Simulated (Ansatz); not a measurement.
# Te on Ni(100): change of the work function

Aim: the work function of Ni(100) at several coverages of Te (bridge site), and the dipole that each adsorbate carries.

Method: plane-wave DFT, RPBE, Ansatz PAW, in the first sound run; inputs show where later runs differ, in Ansatz 0.2.0.

### 1. The structure

The cell holds 4 atoms: 4 Ni. Cell: a = 2.489 Å, b = 2.489 Å, c = 23.280 Å, α = 90.0°, β = 90.0°, γ = 90.0°. Vacuum lies along c.

### 2. The clean slab

The bare slab comes first, as the zero from which every change is counted. The two lowest layers are held at bulk places and the upper ones relax. The dipole correction removes the false field that a one-sided slab makes across the periodic vacuum, so each face gets a flat vacuum level of its own.

Input file input.yaml:

```yaml
crystal:
  lattice:
    - [2.4890158698, 0.0, 0.0]
    - [0.0, 2.4890158698, 0.0]
    - [0.0, 0.0, 23.28]
  atoms:
    - { symbol: Ni, position: [0.5, 0.5, 0.3865979381], spin: 0.7 }
    - { symbol: Ni, position: [0.0, 0.0, 0.4621993127], spin: 0.7 }
    - { symbol: Ni, position: [0.5, 0.5, 0.5378006873], spin: 0.7 }
    - { symbol: Ni, position: [0.0, 0.0, 0.6134020619], spin: 0.7 }
magnetization:
  spin_polarized: true
kpoints:
  mp_grid: { grid: [12, 12, 1] }
hamiltonian:
  xc: rpbe
scf:
  occupations: { method: fermi_dirac, width: 0.1 }
  convergence: { dr2_threshold: 1.0e-08 }
efield:
  axis: 3
  dipole_correction: true
  ramp_position: 0.97
  ramp_width: 0.06
relax:
  f_tol: 0.02
  max_steps: 60
  constraints: [{ sites: [0, 1] }]
output:
  write_potential: true
  write_density: true
  volumetric_format: npy
```

Command:

```bash
$ ansatz run input.yaml --threads 4 --pin off --max-ram 12288MiB --backend cpu --events-out ev --progress --plain --runs-dir out
```

Numbers of over 12 decimals in the logs are rounded to 6 here.

Output:

```text
Engine: ansatz 0.2.0, aarch64-unknown-linux-gnu
Pseudopotentials: kind: paw
Pseudopotential: Ni, paw, valence charge 18, recommended cutoff 420 eV (normal), Ni.paw.azcp
Functional definition: RPBE
  parameter kappa = 0.804
  parameter beta = 0.066725
  exchange = rpbe_x(kappa = kappa, mu = beta*pi^2/3)
  correlation = pbe_c(beta = beta)
Crystal: 4 atoms, lattice volume = 144.224 Å³
Basis set: ecut = 420 eV, 2797 PW (Γ), exchange–correlation on 36×36×320 points (8 copies of the dense FFT grid, shifted against one another)
Bands: 45, of which v1, the nominal top of the filled ones, is band 36 counted from 1 (35 counted from 0)
Symmetry: 8 space group operations
k-points: 28 of 144
Non-local potential: Ni, projectors of the file, l = 0: 3, l = 1: 2, l = 2: 3, l = 3: 1
PAW form: soft (Blöchl's): semilocal exchange-correlation on the pseudo side does not see the compensation charge
PAW frozen core: Ni, regenerated for the run's functional, and the local potential with it (the file was generated under x = pbe(κ = 0.804, μ = 0.219515), c = pbe(β = 0.066725))
PAW one-centre angular grid: Ni, 590 points (default); XC on 64 Gauss nodes
Initial density: superposition of atomic densities (neutral atoms: chi_scale 0, normalization atom)
Starting moments: Σ|m| = 2.8 μB on 4 of 4 sites
Initial wavefunctions: pseudopotential atomic-orbital guess
Functional: x = rpbe, c = pbe(β = 0.066725)
SCF iter   1: F=—  HF=-23373.422765 eV  |F-HF|=—  |Δ(HF+E_count)|=         —  Δρ=2.04e-2 (↑1.67e-2 ↓2.04e-2)  dr2=3.73e0  dr2_m=2.50e-1  M=2.988 μB ∫|m|=3.127 μB  β_m=1.00  ethr=3.10e-3  p=-0.000 e·Å  D=-6.64e-14 V/Å  ΔV_dip=0.00 eV  dr2_dipole=1.54e-7  V_vac-E_F(+/−)=7.04/7.04 eV  ⟨swp⟩=12.1  Hψ=13145  notcnv=0  defer=29
Mixer restart at iter 1: flushing history
efield: sawtooth ramp at fractional position 0.9700 (set: `efield.ramp_position`, or a place that a band, a saddle search or an elastic batch's reference lends), width 0.0600; the density the first Hamiltonian is built on has a dipole p = -0.000 e·Å; the dipole correction subtracts the counter field D = -6.64e-14 V/Å, which shifts the + side's vacuum level by +0.00 eV against the − side's; the planar-averaged density in the ramp window peaks in size at 2.1e-5 e/Å³
preconditioner: auto → LDOS  [metal: Δε(μ)=0.012 eV  Ē_g=6.948 eV  σ=0.100 eV  W_gap=0.03  n_scr=18 (ndim 8)  ℏωp=19.6 eV  f_vac=0.627  D(μ)=8.52/eV (n_scr^D=84)]
spin=Collinear: LDOS preconditioning applied to the charge; magnetization (m = ρ↑ − ρ↓) channel mixes plain (no charge-response kernel on spin).
SCF iter   2: F=—  HF=-23374.267233 eV  |F-HF|=—  |Δ(HF+E_count)|=   8.44e-1  Δρ=1.22e-2 (↑1.22e-2 ↓9.30e-3)  dr2=7.69e-1  dr2_m=6.00e-3  M=2.949 μB ∫|m|=3.224 μB  β_m=0.34  ethr=3.10e-3  p=-0.000 e·Å  D=-4.47e-4 V/Å  ΔV_dip=0.01 eV  dr2_dipole=2.17e-4  V_vac-E_F(+/−)=6.13/6.12 eV  ⟨swp⟩=3.0  Hψ=4364  notcnv=0  defer=74
density mixer auto → msr1: a metal under ldos (density of states about μ 3.96 of a free-electron gas's, 18 screened modes)
SCF iter   3: F=—  HF=-23375.961735 eV  |F-HF|=—  |Δ(HF+E_count)|=    1.69e0  Δρ=4.54e-3 (↑4.19e-3 ↓4.54e-3)  dr2=1.13e-1  dr2_m=2.65e-3  M=2.950 μB ∫|m|=3.292 μB  β_m=0.45  ethr=1.07e-3  p=0.000 e·Å  D=8.28e-6 V/Å  ΔV_dip=-0.00 eV  dr2_dipole=2.94e-4  V_vac-E_F(+/−)=5.55/5.55 eV  ⟨swp⟩=3.1  Hψ=4177  notcnv=0  defer=74
SCF iter   4: F=—  HF=-23377.115445 eV  |F-HF|=—  |Δ(HF+E_count)|=         —  Δρ=5.40e-3 (↑4.34e-3 ↓5.40e-3)  dr2=9.00e-2  dr2_m=2.26e-3  M=2.929 μB ∫|m|=3.327 μB  β_m=0.45  ethr=1.57e-4  p=0.000 e·Å  D=2.72e-4 V/Å  ΔV_dip=-0.01 eV  dr2_dipole=2.59e-4  V_vac-E_F(+/−)=5.10/5.11 eV  ⟨swp⟩=3.0  Hψ=4799  notcnv=0  defer=80
SCF iter   5: F=—  HF=-23377.421213 eV  |F-HF|=—  |Δ(HF+E_count)|=   3.06e-1  Δρ=4.19e-3 (↑1.26e-3 ↓4.19e-3)  dr2=2.81e-2  dr2_m=4.72e-3  M=2.857 μB ∫|m|=3.268 μB  β_m=0.72  ethr=1.25e-4  p=0.000 e·Å  D=4.16e-4 V/Å  ΔV_dip=-0.01 eV  dr2_dipole=1.31e-5  V_vac-E_F(+/−)=4.93/4.94 eV  ⟨swp⟩=2.2  Hψ=4044  notcnv=0  defer=85
SCF iter   6: F=—  HF=-23377.503695 eV  |F-HF|=—  |Δ(HF+E_count)|=   8.25e-2  Δρ=3.48e-3 (↑1.11e-3 ↓3.48e-3)  dr2=1.84e-2  dr2_m=2.33e-3  M=2.783 μB ∫|m|=3.198 μB  β_m=0.86  ethr=3.90e-5  p=0.000 e·Å  D=2.37e-5 V/Å  ΔV_dip=-0.00 eV  dr2_dipole=6.68e-7  V_vac-E_F(+/−)=4.80/4.80 eV  ⟨swp⟩=2.2  Hψ=4157  notcnv=0  defer=90
SCF iter   7: F=—  HF=-23377.503476 eV  |F-HF|=—  |Δ(HF+E_count)|=   2.20e-4  Δρ=1.47e-3 (↑1.47e-3 ↓1.46e-3)  dr2=7.62e-3  dr2_m=4.36e-5  M=2.780 μB ∫|m|=3.195 μB  β_m=0.66  ethr=2.56e-5  p=0.000 e·Å  D=3.31e-4 V/Å  ΔV_dip=-0.01 eV  dr2_dipole=4.40e-5  V_vac-E_F(+/−)=4.72/4.73 eV  ⟨swp⟩=2.6  Hψ=4724  notcnv=0  defer=95
SCF iter   8: F=—  HF=-23377.501740 eV  |F-HF|=—  |Δ(HF+E_count)|=   1.74e-3  Δρ=4.46e-4 (↑2.47e-4 ↓4.46e-4)  dr2=2.58e-4  dr2_m=1.10e-4  M=2.778 μB ∫|m|=3.191 μB  β_m=0.78  ethr=1.06e-5  p=-0.000 e·Å  D=-2.21e-5 V/Å  ΔV_dip=0.00 eV  dr2_dipole=3.75e-7  V_vac-E_F(+/−)=4.74/4.74 eV  ⟨swp⟩=2.0  Hψ=3900  notcnv=0  defer=91
SCF iter   9: F=—  HF=-23377.501715 eV  |F-HF|=—  |Δ(HF+E_count)|=   2.54e-5  Δρ=1.71e-4 (↑9.75e-5 ↓1.71e-4)  dr2=5.01e-5  dr2_m=1.22e-5  M=2.776 μB ∫|m|=3.191 μB  β_m=0.85  ethr=3.58e-7  p=0.000 e·Å  D=7.31e-5 V/Å  ΔV_dip=-0.00 eV  dr2_dipole=6.41e-8  V_vac-E_F(+/−)=4.72/4.72 eV  ⟨swp⟩=3.2  Hψ=5639  notcnv=0  defer=91
SCF iter  10: F=—  HF=-23377.501752 eV  |F-HF|=—  |Δ(HF+E_count)|=   3.77e-5  Δρ=2.20e-4 (↑1.53e-4 ↓2.20e-4)  dr2=1.16e-4  dr2_m=2.44e-6  M=2.775 μB ∫|m|=3.190 μB  β_m=0.63  ethr=6.96e-8  p=-0.000 e·Å  D=-1.01e-4 V/Å  ΔV_dip=0.00 eV  dr2_dipole=9.44e-7  V_vac-E_F(+/−)=4.71/4.71 eV  ⟨swp⟩=2.1  Hψ=4589  notcnv=0  defer=90
SCF iter  11: F=—  HF=-23377.501720 eV  |F-HF|=—  |Δ(HF+E_count)|=   3.26e-5  Δρ=3.76e-5 (↑3.37e-5 ↓3.76e-5)  dr2=3.75e-6  dr2_m=4.64e-7  M=2.775 μB ∫|m|=3.190 μB  β_m=0.62  ethr=6.96e-8  p=0.000 e·Å  D=1.92e-5 V/Å  ΔV_dip=-0.00 eV  dr2_dipole=3.43e-7  V_vac-E_F(+/−)=4.71/4.71 eV  ⟨swp⟩=2.3  Hψ=4391  notcnv=0  defer=91
SCF iter  12: F=—  HF=-23377.501721 eV  |F-HF|=—  |Δ(HF+E_count)|=   1.42e-6  Δρ=1.55e-5 (↑4.69e-6 ↓1.55e-5)  dr2=2.91e-7  dr2_m=8.15e-8  M=2.775 μB ∫|m|=3.190 μB  β_m=0.77  ethr=5.21e-9  p=0.000 e·Å  D=1.04e-6 V/Å  ΔV_dip=-0.00 eV  dr2_dipole=5.55e-10  V_vac-E_F(+/−)=4.71/4.71 eV  ⟨swp⟩=3.0  Hψ=5140  notcnv=0  defer=91
[...]
preconditioner: auto → LDOS  [metal: Δε(μ)=0.007 eV  Ē_g=6.754 eV  σ=0.100 eV  W_gap=0.02  n_scr=18 (ndim 8)  ℏωp=19.6 eV  f_vac=0.637  D(μ)=7.41/eV (n_scr^D=74)]
spin=Collinear: LDOS preconditioning applied to the charge; magnetization (m = ρ↑ − ρ↓) channel mixes plain (no charge-response kernel on spin).
SCF iter   2: F=—  HF=-23377.511396 eV  |F-HF|=—  |Δ(HF+E_count)|=   2.92e-4  Δρ=7.55e-4 (↑7.55e-4 ↓6.74e-4)  dr2=2.27e-3  dr2_m=4.20e-5  M=2.785 μB ∫|m|=3.205 μB  β_m=0.31  ethr=1.95e-5  p=-0.000 e·Å  D=-4.67e-4 V/Å  ΔV_dip=0.01 eV  dr2_dipole=4.36e-4  V_vac-E_F(+/−)=4.73/4.72 eV  ⟨swp⟩=2.0  Hψ=3680  notcnv=0  defer=90
density mixer auto → msr1: a metal under ldos (density of states about μ 3.57 of a free-electron gas's, 18 screened modes)
SCF iter   3: F=—  HF=-23377.511475 eV  |F-HF|=—  |Δ(HF+E_count)|=   7.86e-5  Δρ=5.34e-4 (↑5.34e-4 ↓4.35e-4)  dr2=2.14e-4  dr2_m=1.29e-4  M=2.784 μB ∫|m|=3.204 μB  β_m=0.37  ethr=3.15e-6  p=-0.000 e·Å  D=-5.40e-4 V/Å  ΔV_dip=0.01 eV  dr2_dipole=1.38e-5  V_vac-E_F(+/−)=4.73/4.72 eV  ⟨swp⟩=2.3  Hψ=3508  notcnv=0  defer=88
SCF iter   4: F=—  HF=-23377.511590 eV  |F-HF|=—  |Δ(HF+E_count)|=   1.15e-4  Δρ=3.07e-4 (↑2.80e-4 ↓3.07e-4)  dr2=6.67e-5  dr2_m=5.65e-5  M=2.786 μB ∫|m|=3.205 μB  β_m=0.46  ethr=2.97e-7  p=-0.000 e·Å  D=-3.86e-4 V/Å  ΔV_dip=0.01 eV  dr2_dipole=4.02e-7  V_vac-E_F(+/−)=4.72/4.71 eV  ⟨swp⟩=2.1  Hψ=4109  notcnv=0  defer=89
SCF iter   5: F=—  HF=-23377.511652 eV  |F-HF|=—  |Δ(HF+E_count)|=   6.15e-5  Δρ=1.15e-4 (↑1.15e-4 ↓1.08e-4)  dr2=2.68e-5  dr2_m=5.39e-6  M=2.785 μB ∫|m|=3.205 μB  β_m=0.49  ethr=9.27e-8  p=-0.000 e·Å  D=-2.30e-4 V/Å  ΔV_dip=0.01 eV  dr2_dipole=3.29e-6  V_vac-E_F(+/−)=4.72/4.71 eV  ⟨swp⟩=2.0  Hψ=4511  notcnv=0  defer=89
SCF iter   6: F=—  HF=-23377.511660 eV  |F-HF|=—  |Δ(HF+E_count)|=   8.52e-6  Δρ=6.42e-5 (↑4.27e-5 ↓6.42e-5)  dr2=1.90e-6  dr2_m=2.35e-6  M=2.786 μB ∫|m|=3.206 μB  β_m=0.59  ethr=3.72e-8  p=-0.000 e·Å  D=-7.42e-5 V/Å  ΔV_dip=0.00 eV  dr2_dipole=3.37e-8  V_vac-E_F(+/−)=4.71/4.71 eV  ⟨swp⟩=2.1  Hψ=3759  notcnv=0  defer=89
SCF iter   7: F=—  HF=-23377.511664 eV  |F-HF|=—  |Δ(HF+E_count)|=   3.95e-6  Δρ=3.23e-5 (↑2.29e-5 ↓3.23e-5)  dr2=1.53e-6  dr2_m=4.51e-7  M=2.786 μB ∫|m|=3.206 μB  β_m=0.63  ethr=2.63e-9  p=-0.000 e·Å  D=-2.87e-5 V/Å  ΔV_dip=0.00 eV  dr2_dipole=8.49e-8  V_vac-E_F(+/−)=4.71/4.71 eV  ⟨swp⟩=2.7  Hψ=4963  notcnv=0  defer=89
SCF iter   8: F=—  HF=-23377.511664 eV  |F-HF|=—  |Δ(HF+E_count)|=   4.73e-7  Δρ=2.00e-5 (↑1.30e-5 ↓2.00e-5)  dr2=6.86e-7  dr2_m=1.20e-7  M=2.786 μB ∫|m|=3.207 μB  β_m=0.59  ethr=2.12e-9  p=0.000 e·Å  D=2.22e-5 V/Å  ΔV_dip=-0.00 eV  dr2_dipole=7.02e-9  V_vac-E_F(+/−)=4.71/4.71 eV  ⟨swp⟩=2.4  Hψ=4591  notcnv=0  defer=89
SCF iter   9: F=—  HF=-23377.511664 eV  |F-HF|=—  |Δ(HF+E_count)|=   1.44e-7  Δρ=6.49e-6 (↑1.90e-6 ↓6.49e-6)  dr2=6.36e-8  dr2_m=2.00e-8  M=2.786 μB ∫|m|=3.207 μB  β_m=0.56  ethr=9.53e-10  p=0.000 e·Å  D=3.33e-5 V/Å  ΔV_dip=-0.00 eV  dr2_dipole=7.53e-9  V_vac-E_F(+/−)=4.71/4.71 eV  ⟨swp⟩=2.1  Hψ=3669  notcnv=0  defer=89
SCF iter  10: F=—  HF=-23377.511664 eV  |F-HF|=—  |Δ(HF+E_count)|=   7.96e-8  Δρ=2.38e-6 (↑1.84e-6 ↓2.38e-6)  dr2=7.49e-9  dr2_m=3.91e-9  M=2.786 μB ∫|m|=3.207 μB  β_m=0.58  ethr=8.83e-11  p=0.000 e·Å  D=3.49e-5 V/Å  ΔV_dip=-0.00 eV  dr2_dipole=1.54e-10  V_vac-E_F(+/−)=4.71/4.71 eV  ⟨swp⟩=2.0  Hψ=3666  notcnv=0  defer=89
SCF iter  11: F=-23377.511664 eV  HF=-23377.511664 eV  |F-HF|=4.71e-9  |Δ(HF+E_count)|=   1.04e-8  Δρ=1.71e-6 (↑8.49e-7 ↓1.71e-6)  dr2=6.31e-9  dr2_m=6.28e-10  M=2.786 μB ∫|m|=3.207 μB  ethr=1.04e-11  p=0.000 e·Å  D=3.61e-5 V/Å  ΔV_dip=-0.00 eV  dr2_dipole=6.20e-10  V_vac-E_F(+/−)=4.71/4.71 eV  ⟨swp⟩=6.9  Hψ=16815  notcnv=0
SCF 3 converged in 11 iterations: F = -23377.511664 eV  dr2 = 6.31e-9
relax step   3: F+E_penalty+E_count = -23377.51166440 eV  Δ(F+E_penalty+E_count) = -4.219e-3 eV  max|allowed force component| = 6.383e-3 eV/Å  Δτ_max = 0.0371 Å  (11 SCF iters, accepted)
NSCF: frozen V_eff on 28 k-points
the band table was solved once a step of the walk had ended and its energy, with any forces and stress, was formed, with the checks that follow a solve (14477 applications of the Hamiltonian). They found nothing against the state; the energy, forces and stress were not computed again (output.eigenvalues in the input reference)
WARN: The output density's exchange-correlation potential varies sharply where the density is thin. Do not read a vacuum level from v_tot or v_xc, or from such a field of the output density. On a cell that repeats whose density bears no net charge and no dipole along the vacuum's axis use v_es (v_loc + v_h of the components); under efield.dipole_correction with no amplitude use v_es + v_field, which holds any externa [...]
SCF converged after 11 iterations
Magnetization: 2.7861 μB (37.3931 up, 34.6069 down)
Absolute magnetization: 3.2097 μB (∫|ρ↑−ρ↓|, with the PAW one-centre terms)
Spin contamination: 0.0458 ħ² per cell (⟨S²⟩ above its minimum at these occupations)
Per-site moments (μB) at R_I (Å): [(0.776227, 1.026719), (0.708752, 1.026719), (0.710326, 1.018914), (0.774186, 1.018914)]
Free energy (F): -23377.511664 eV
Harris-Foulkes:  -23377.511664 eV  (|F-HF|=4.71e-9)
Internal energy: -23377.271404 eV  (E = F + TS)
E sigma→0 (E₀):  -23377.391534 eV
Entropy (-TS):   -0.240261 eV (-60.065 meV/atom)
Fermi energy:    2.305891 eV
Dipole field:    D = 0.000076 V/Å  (p = 0.000060 e·Å, saw-weighted, corrected)
Work function:   Φ+ = 4.7123 eV   Φ− = 4.7141 eV
Levels:          The Fermi level and band energies are counted from a zero that moves with the ramp; work functions are not
--- Per-component energies (eV) ---
  E_band       = -2266.848672
  E_kinetic    = 1124.023402
  E_local      = -158613.116405  (includes V_loc(G=0)·N_el)
  E_nonlocal   = 2551.096165
  E_hartree    = 77607.842121
  E_xc         = -335.075522
  E_vxc        = -431.032485  (∫ρ·V_xc dr)
  E_paw        = -6547.490958  (= ΣΔE_a)
  E_vpaw       = -2113.518254  (= ΣTr[D̂ρ^β])
  E_aug_tail   = 0.002143  (compensation charges beyond the density's cutoff)
  E_efield     = 0.000000  (sawtooth field / dipole correction)
  E_vefield    = -0.000122  (∫n·V_field dr)
  E_ewald      = 60835.625031
  E_core_change = -0.177381  (= ΣΔE_core)
  E_smearing   = -0.240261  (= −TS)
  E_closure    = 0.000000  (closes the sum)
  Σ components = -23377.511664   (vs F -23377.511664, Δ=0.00e0)
--- Forces (eV/Å), atoms counted from 1 ---
  atom   1  Ni    -0.00000000     0.00000000     0.13344849
  atom   2  Ni     0.00000000     0.00000000    -0.14305050
  atom   3  Ni     0.00000000     0.00000000     0.00638327
  atom   4  Ni     0.00000000     0.00000000     0.00321190
  max |Σ_I F_I| component: 6.84e-6 eV/Å
--- Band table (eV; the first three rows and the last of 56) ---
  k-point 0 ↑: bands = [... 32 lower, 1.3326, 1.3597, 1.3597, 1.6042, 1.7034, 1.7116, 1.7116, 2.3910, ... 5 higher]
  k-point 1 ↑: bands = [... 32 lower, 1.1240, 1.1705, 1.4589, 1.4873, 1.5393, 1.6676, 1.7343, 2.7565, ... 5 higher]
  k-point 2 ↑: bands = [... 32 lower, 0.9849, 1.0321, 1.4153, 1.4557, 1.5821, 1.6531, 1.7297, 3.4811, ... 5 higher]
  k-point 27 ↓: bands = [... 32 lower, 2.7227, 2.7466, 2.9694, 2.9828, 5.8342, 5.8342, 8.2082, 8.2082, ... 5 higher]
--- Relaxed structure (3 steps of the walk, 3 accepted, 0 SCFs on fresh bases) ---
  F+E_penalty+E_count = -23377.51166440 eV   max|allowed force component| = 6.383e-3 eV/Å
  atoms:
    - { symbol: Ni, position: [0.5, 0.5, 0.386598] }
    - { symbol: Ni, position: [0.0, 0.0, 0.4621993127] }
    - { symbol: Ni, position: [0.5, 0.5, 0.540306] }
    - { symbol: Ni, position: [0, 0.0, 0.614753] }
```

Run time: 48 s. Hardware: 4 threads of Arm Neoverse V1, shared host; peak memory 0.6 GiB.

Relaxation path:

```
step  energy less that of the first step (eV)  largest force component (eV/Å)
   1                                   0.0000                          0.3952
   2                                  -0.0057                          0.2589
   3                                  -0.0099                          0.0064
```

The run keeps the 8 symmetry operations that it works with, so distortions that break them were not tested.

The atoms that moved most (Å):

```
atom     dx     dy     dz  length
 Ni3  0.000  0.000  0.058   0.058
 Ni4  0.000  0.000  0.031   0.031
```

The relaxed structure:

```xyz
4
Lattice="2.4890 0.0000 0.0000 0.0000 2.4890 0.0000 0.0000 0.0000 23.2800" Properties=species:S:1:pos:R:3
Ni    1.2445    1.2445    9.0000
Ni    0.0000    0.0000   10.7600
Ni    1.2445    1.2445   12.5783
Ni    0.0000    0.0000   14.3115
```

This step gave:

```yaml
energy_at_zero_smearing: -23377.3915 eV
total_moment: 2.786 μB
site_moments: 0.7762, 0.7088, 0.7103, 0.7742 μB
work_function_upper_face: 4.712 eV
dipole_along_the_normal: 6.02e-5 e·Å
```

Running mean over 1.76 Å of the planar mean; the ramp of the sawtooth is left out. Table of electron's electrostatic potential energy less the Fermi level by z:

z (Å), electron's electrostatic potential energy less the Fermi level (eV) and a bar from the least value:
```
      3.0        4.7 ##############################
      3.5        4.7 ##############################
      4.0        4.7 ##############################
      4.5        4.7 ##############################
      5.0        4.7 ##############################
      5.5        4.7 ##############################
      6.0        4.7 ##############################
      6.5        4.6 ##############################
      7.0        4.2 #############################
      7.5        2.8 ##########################
      8.0       -1.8 #################
      8.5       -7.5 ######
      9.0      -10.0 #
      9.5      -10.3 #
     10.0      -10.3 #
     10.5      -10.4 #
     11.0      -10.2 #
     11.5       -9.8 ##
     12.0       -9.9 #
     12.5      -10.4 #
     13.0      -10.6 
     13.5      -10.7 
     14.0      -10.4 
     14.5       -9.5 ##
     15.0       -5.6 ##########
     15.5        0.3 #####################
     16.0        3.6 ############################
     16.5        4.4 #############################
     17.0        4.6 ##############################
     17.5        4.7 ##############################
     18.0        4.7 ##############################
     18.5        4.7 ##############################
     19.0        4.7 ##############################
     19.5        4.7 ##############################
     20.0        4.7 ##############################
```

Site moment by atom:

```
atom  site moment (μB)
 Ni1             0.776
 Ni2             0.709
 Ni3             0.710
 Ni4             0.774
```

The relaxation took 3 steps and lowered the energy by 0.0099 eV; the largest force on the free atoms ends at 0.0064 eV/Å.

The work function of the upper face is 4.71 eV.

(Part 1 of 5 ends here.)

[Logs are printed without paths, hosts, clocks, repeated set-up lines and the standing remarks that a program may print on its own settings, such as how far it seeks lower states.]

[Hosts, paths, dates, database ids (printed as entryN), source tags and the programs' standing remarks are cut or masked in the printed files.]

[Maps of the electrostatic potential energy from Ansatz leave out the sawtooth potential of an applied field or a dipole correction, so their vacuum need not be flat; planar profiles and work functions include it.]
